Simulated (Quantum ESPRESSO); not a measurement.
The Gd L₃ edge of atom 1 in GdAlO3 (Pm-3m), with 12 O at 2.64 Å (cuboctahedral, site symmetry m-3m), was computed in 2 ways: full core hole (charged cell) and no core hole. Program and functional: Quantum ESPRESSO XSpectra, PBEsol, without spin-orbit coupling, Lorentzian half width 2 eV (not a setting of the program: the run's 0.4 eV curve was folded afterwards with a further Lorentzian); cells of 5 and 10 atoms (the run without a hole in the smaller).

Each run is counted from its own lowest empty level or Fermi level and scaled to a mean of 1 over its first 20 eV. (XSpectra's own axis starts at xe0, in the gap; it has been shifted.)

| E (eV) | run 1 | run 2 |
| --- | --- | --- |
| -2.0 | 0.39 | 0.67 |
| -1.4 | 0.48 | 0.86 |
| -0.8 | 0.60 | 1.12 |
| -0.2 | 0.76 | 1.47 |
| 0.4 | 0.98 | 1.90 |
| 1.0 | 1.27 | 2.33 |
| 1.6 | 1.61 | 2.64 |
| 2.2 | 1.97 | 2.72 |
| 2.8 | 2.25 | 2.56 |
| 3.4 | 2.36 | 2.23 |
| 4.0 | 2.27 | 1.83 |
| 4.6 | 2.01 | 1.46 |
| 5.2 | 1.67 | 1.17 |
| 5.8 | 1.34 | 0.95 |
| 6.4 | 1.08 | 0.79 |
| 7.0 | 0.91 | 0.68 |
| 7.6 | 0.79 | 0.60 |
| 8.2 | 0.71 | 0.54 |
| 8.8 | 0.66 | 0.50 |
| 9.4 | 0.64 | 0.48 |
| 10.0 | 0.62 | 0.48 |
| 10.6 | 0.62 | 0.48 |
| 11.2 | 0.61 | 0.50 |
| 11.8 | 0.62 | 0.51 |
| 12.4 | 0.63 | 0.53 |
| 13.0 | 0.65 | 0.56 |
| 13.6 | 0.67 | 0.58 |
| 14.2 | 0.68 | 0.60 |
| 14.8 | 0.67 | 0.60 |
| 15.4 | 0.64 | 0.60 |
| 16.0 | 0.61 | 0.59 |
| 16.6 | 0.59 | 0.59 |
| 17.2 | 0.58 | 0.59 |
| 17.8 | 0.59 | 0.58 |
| 18.4 | 0.59 | 0.58 |
| 19.0 | 0.60 | 0.59 |
| 19.6 | 0.60 | 0.59 |
| 20.2 | 0.60 | 0.60 |
| 20.8 | 0.61 | 0.61 |
| 21.4 | 0.63 | 0.63 |
| 22.0 | 0.66 | 0.64 |
| 22.6 | 0.69 | 0.66 |
| 23.2 | 0.72 | 0.69 |
| 23.8 | 0.75 | 0.72 |
| 24.4 | 0.77 | 0.75 |
| 25.0 | 0.80 | 0.81 |
| 25.6 | 0.84 | 0.87 |
| 26.2 | 0.90 | 0.93 |
| 26.8 | 0.97 | 0.98 |
| 27.4 | 1.04 | 1.00 |
| 28.0 | 1.10 | 1.01 |
| 28.6 | 1.13 | 1.01 |
| 29.2 | 1.15 | 1.00 |
| 29.8 | 1.14 | 0.98 |
| 30.4 | 1.10 | 0.96 |
| 31.0 | 1.04 | 0.93 |
| 31.6 | 0.97 | 0.89 |

Question: Which run is which?

Run 1: no core hole (area from −2 to 6 eV 11.7, main maxima 3.4 eV (2.36), 14.3 eV (0.68) and 29.2 eV (1.15)). Run 2: full core hole (charged cell) (area from −2 to 6 eV 14.1, main maxima 2.1 eV (2.73) and 28.2 eV (1.01)). With each curve scaled to its own mean, the area from −2 to 6 eV with the hole is 14.1 against 11.7, and the centre of weight from −1 to 20 eV moves by -0.9 eV, while the pattern of peaks shifts by -1.2 eV: the hole pulls the absorber's empty states down.

[Hosts, paths, dates, database ids (printed as entryN), source tags and the programs' standing remarks are cut or masked in the printed files.]

[Lists of maxima count a maximum above −3 eV only where it reaches 4 % of the highest in the window and stands out from its surroundings by 2 % of it (1.5 % where it reaches 55 %); shoulders and weaker maxima are passed over, and of the rest the first, up to two pre-edge ones and the few strongest are named.]
